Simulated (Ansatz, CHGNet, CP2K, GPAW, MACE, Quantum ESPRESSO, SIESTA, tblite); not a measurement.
# How far do other methods lie from plane waves? Random packing of C68N32 (at. %) (79 atoms)

Aim: forces, pressure of random packing of C68N32 (at. %) (79 atoms) at one geometry, from other programs and methods, against plane-wave PBE.

Results are calculated, not measured.

## Step 1: The cell

The cell holds 79 atoms (54 C and 25 N), with edges of 8.89, 8.89 and 8.89 Å. Recipe: 79 atoms (54 C, 25 N) packed at random in a cube at 2.36 g/cm³ and pushed apart as soft spheres; a start for melting by ab initio MD, not an equilibrated structure. Then every atom was moved at random, 0.02 Å r.m.s. a Cartesian component. The density is 2.36 g/cm³.

## Step 2: The reference input

Quantum ESPRESSO 7.5: Kohn-Sham DFT, PBE, SSSP efficiency 1.3.0 pseudopotentials, plane waves. Its input, pw.in:

```
&control
  calculation = 'scf'
  pseudo_dir = './pseudo'
  outdir = './tmp'
  disk_io = 'none'
  tprnfor = .true.
  tstress = .true.
/
&system
  ibrav = 0
  nat = 79
  ntyp = 2
  ecutwfc = 60
  ecutrho = 480
  nosym = .true.
  occupations = 'smearing'
  smearing = 'fd'
  degauss = 0.003675
/
&electrons
  conv_thr = 4.0e-07
  electron_maxstep = 100
  mixing_beta = 0.2
  mixing_mode = 'local-TF'
  diagonalization = 'david'
/
ATOMIC_SPECIES
C 12.011 C.upf
N 14.007 N.upf
CELL_PARAMETERS angstrom
8.88940 0.00000 0.00000
0.00000 8.88940 0.00000
0.00000 0.00000 8.88940
ATOMIC_POSITIONS crystal
C 0.72123 0.34128 0.08779
C 0.44391 0.75793 0.51234
C 0.52761 0.23174 0.46630
C 0.55701 0.51288 0.08372
[... 73 atom lines left out ...]
N 0.66812 0.36900 0.42412
N 0.05114 0.26052 0.63055
K_POINTS gamma
```

```console
$ OMP_NUM_THREADS=1 mpirun -np 2 pw.x -in pw.in > output.txt
```

Run time: 2.8 min. Hardware: 2 MPI ranks of Arm Neoverse V2, shared host; peak memory 1.7 GiB.

It converged with an r.m.s. force component of 2.0 eV/Å and a pressure of -24 GPa.

## Step 3: What was run beside it

- CHGNet: machine-learned potential, published weights.
- CP2K 2026.2: Gaussian basis with GTH pseudopotentials and a plane-wave density; labels give functional, basis (MOLOPT sets; SR short-range, UZH the newer set with its own potentials), grid cutoff/relative cutoff and solver (OT: orbital transformation; TRS4, TC2, SIGN: linear-scaling purification with its sparsity filter), or its built-in tight binding.
- GPAW 26.7.0: PAW with atomic orbitals (LCAO), plane waves or a real-space grid of spacing h.
- MACE: machine-learned potential, published weights.
- Quantum ESPRESSO 7.5: plane waves; labels (QE) give functional, pseudopotential set and cutoffs of waves/density.
- SIESTA 5.4.2: numerical atomic orbitals, whose automatically made sets are far from complete, with PseudoDojo norm-conserving potentials that we converted to its format (checked against plane waves on the same files for H, C, O, Si, Ge and Ca alone); labels give functional, basis size, energy shift and mesh cutoff.
- tblite 0.8.0: extended tight binding, driven from Python.

All use the same cell and atoms, and the electronic-structure runs the same k-mesh.

## Step 4: All runs compared

Differences are against the reference: forces as r.m.s. over components, share as that over the reference's r.m.s. force, slope as the fitted ratio of a run's forces to the reference's.

```csv
run,"Δ force, r.m.s. (meV/Å)",share (%),slope,Δ pressure (GPa),cores,CPU time,memory (GiB)
reference,-,-,-,-,2,5.6 min,1.7
CHGNet 0.3.0 potential,812,41.6,0.969,-6.66,1,4.9 s,1.8
CHGNet r2SCAN potential,963,49.3,0.887,-0.116,1,4.7 s,1.8
"CP2K PBE+rVV10L, DZVP-MOLOPT-SR, 600/50 Ry, diagonalisation",96.7,4.95,1.019,-1.99,4,12 min,4.5
"CP2K PBE, DZVP-MOLOPT-SR, 210/50 Ry, diagonalisation (coarse)",108,5.51,1.032,-0.676,2,4.6 min,0.67
"CP2K PBE, DZVP-MOLOPT-SR, 600/50 Ry, diagonalisation",101,5.19,1.032,-0.695,4,7.2 min,2.6
"CP2K PBE, DZVP-MOLOPT-SR, 600/70 Ry, diagonalisation",101,5.19,1.032,-0.695,4,8.6 min,2.6
"CP2K PBE, SZV-MOLOPT-SR, 600/50 Ry, diagonalisation (coarse)",926,47.4,1.119,8.86,1,3.6 min,1.7
"CP2K PBE, TZVP-UZH, 600/50 Ry, diagonalisation",88.8,4.55,0.988,2.48,4,7.8 min,2.8
"GPAW LDA, LCAO dzp, h 0.18 Å",61.7,3.16,1.001,-,1,2.4 min,0.83
"GPAW PBE, LCAO dzp, h 0.18 Å",78.3,4.01,0.981,-,1,2.7 min,0.83
"GPAW PBE, LCAO dzp, h 0.18 Å, other mixer settings",78.6,4.02,0.981,-,2,3.7 min,1.0
"GPAW PBE, LCAO szp(dzp), h 0.18 Å (coarse)",525,26.9,0.816,-,1,2.3 min,0.79
MACE MP-0b2 small potential,974,49.9,1.033,-4.92,1,6.7 s,0.67
"QE PBE+D3(BJ), sssp-1.3.0-efficiency, 60/480 Ry",103,5.28,0.978,-0.183,2,4.9 min,1.8
"QE PBE, gbrv-1.5, 40/200 Ry",7.70,0.394,1.000,0.0834,2,96 s,0.58
"SIESTA PBE, DZ, shift 0.01 Ry, mesh 500 Ry (coarse)",608,31.2,0.855,10.2,2,2.1 min,1
"SIESTA PBE, DZP, shift 0.01 Ry, mesh 500 Ry",105,5.38,0.983,1.89,2,6.2 min,1.6
"SIESTA PBE, SZ, shift 0.01 Ry, mesh 500 Ry (coarse)",1405,71.9,0.572,23.3,1,86 s,0.65
"SIESTA RPBE, PBE potentials, DZP, shift 0.01 Ry, mesh 500 Ry",89.7,4.59,0.998,4.34,2,6.2 min,1.6
tblite GFN1-xTB,939,48.1,1.337,-30.0,1,1.8 s,0.11
tblite IPEA1-xTB,2057,105,1.798,-72.6,1,6.4 s,0.11
```

Rows marked coarse use a setting chosen to be so.

Times of the machine-learned potentials are mostly Python's start and the loading of weights.

CPU time is summed over cores on shared hosts, so it is rough.

## Step 5: What came out

Forces lie from 0.39 % (QE PBE, gbrv-1.5, 40/200 Ry) to 105 % (tblite IPEA1-xTB) of the reference's r.m.s. force of 2.0 eV/Å away from it. Other PBE runs on plane waves or a grid: QE PBE, gbrv-1.5, 40/200 Ry 0.39 % of the r.m.s. force; the reference has errors of its own, so differences under a few per cent don't tell which side is nearer the exact PBE result. The PBE runs in local orbitals, coarse settings apart, differ by 4.0 % (GPAW PBE, LCAO dzp, h 0.18 Å) to 5.4 % (SIESTA PBE, DZP, shift 0.01 Ry, mesh 500 Ry); basis, grid and potentials can all enter. Tight binding differs by 48 % (tblite GFN1-xTB) to 105 % (tblite IPEA1-xTB); it is another model, with fitted parameters of its own, and the xTB methods hold dispersion.

Machine-learned potentials differ by 42 % (CHGNet 0.3.0 potential) to 50 % (MACE MP-0b2 small potential); they were trained on other programs' data, some at another functional. That alone wouldn't give differences this large: the cell likely lies far from what they were trained on. In the reference's own program, potentials and cutoffs, a change of model alone moves forces by 5.3 % (QE PBE+D3(BJ), sssp-1.3.0-efficiency, 60/480 Ry). Other rows with another functional or a dispersion term differ by 3.2 % (GPAW LDA, LCAO dzp, h 0.18 Å) to 4.9 % (CP2K PBE+rVV10L, DZVP-MOLOPT-SR, 600/50 Ry, diagonalisation), which mixes the change of model with differences of basis and potentials, some of them made for another functional. IPEA1-xTB was fitted to ionisation energies and electron affinities, not to forces or charges. Runs with settings chosen to be coarse differ by 5.5 % (CP2K PBE, DZVP-MOLOPT-SR, 210/50 Ry, diagonalisation) to 72 % (SIESTA PBE, SZ, shift 0.01 Ry, mesh 500 Ry), their programs' other errors included. GPAW PBE, LCAO szp(dzp), h 0.18 Å softens the forces by a factor of 0.82 while following their directions (correlation 0.973); the slopes of the 4 GPAW runs lie between 0.82 and 1.00. From CP2K PBE, DZVP-MOLOPT-SR, 210/50 Ry, diagonalisation to the finer CP2K PBE, DZVP-MOLOPT-SR, 600/70 Ry, diagonalisation the share falls from 5.5 to 5.2 %. Pressures at PBE, coarse settings apart, lie -0.69 to +2.48 GPa from the reference's. A pressure off by over 25 GPa (tblite GFN1-xTB and tblite IPEA1-xTB) is no usable stress for this cell.

**Limits.** Periodic xTB results under one method name differ between programs and library versions. The reference's pressure holds the uncorrected Pulay stress of its 60 Ry basis, so small pressure differences, may be the reference's own error. The electron count is odd in these runs, and they have no spin polarisation, so the unpaired electron is spread evenly over both spins. Machine-learned potentials mimic data converged in k, so the reference's own k-point error enters their differences. The reference's stress is far from hydrostatic: its diagonal is -20.5, -29.5, -22.4 GPa, compression counted positive. The electron count is odd and the run has no spin polarisation, so levels at the top are partly filled by construction. The electronic-structure runs sample only Γ, in a cell whose shortest periodic width is 9 Å, which is coarse for a cell with partly filled levels. The reference's pressure of -24 GPa reflects the volume that the recipe set, positions that aren't this level's minimum and the basis. Where levels are smeared, the DFT runs use Fermi–Dirac occupations at 580 K (0.05 eV), and energies are free energies. The atoms were displaced at random, and shares hang on the size of the forces that this gives. The reference's cutoffs and mesh weren't converged further here.

[Long decimals in the printed logs are rounded to 6 places.]

[Logs are printed without paths, hosts, clocks, repeated set-up lines and the standing remarks that a program may print on its own settings, such as how far it seeks lower states.]

[Hosts, paths, dates, database ids (printed as entryN), source tags and the programs' standing remarks are cut or masked in the printed files.]

[Only finished runs are shown, without SIESTA runs on faulty potentials for Cu, Fe, Ni or Zn; cells were taken only where this reference lay near another plane-wave run.]
